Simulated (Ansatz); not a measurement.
# Gate voltage at the highest density: arsenene monolayer

A layer charged from two gates alike needs a voltage that grows with the carrier density; the slope is e over the total capacitance.

**Method.** Ansatz 0.2.0, plane waves with PAW datasets (its set soft_2), PBE-D3(BJ); isolated slab, charged sheets 4 Å from the outer atoms behind model barriers, atoms held, Fermi-Dirac smearing of 0.02585 eV. The voltage is that of the gates (their mean) against the layer's Fermi level, from the uncharged case, which has a gap of 1.58 eV.

| run | added electrons (10¹³ per cm²) | gate voltage (V) |
| --- | --- | --- |
| run 1 | 1.00 | 1.04 |
| run 2 | 2.00 | 1.31 |
| run 3 | 4.00 | 1.84 |
| run 4 | 7.00 | 2.62 |
| run 5 | 11.00 | ? |

**Question.** What value belongs in the row marked “?”, and how far can the other rows tell?

A least-squares line through the 4 rows shown has slope 0.2631 and intercept 0.7817; no row lies more than 0.01 V off it. The capacitance is 1.602/0.2631 = 6.09 µF/cm², against 4.43 µF/cm² for plates 4 Å apart in vacuum on both sides; it is the larger, as where the added charge has its centre outside the outer atoms (not examined here). The intercept is mostly the shift of the Fermi level from inside the gap to the band edge. At 11.00 it gives 0.2631 × 11.00 + 0.7817 = 3.68 V, beyond the rows fitted. Rounding and scatter of the rows alone allow about ±0.015 V there.

The run itself gives 3.64 V: a miss of −0.04 V, or 1.1 % of the value. The capacitance rises a little towards the highest density.

Caveats: The gates are model sheets, not atoms, and low densities sample few k-points.
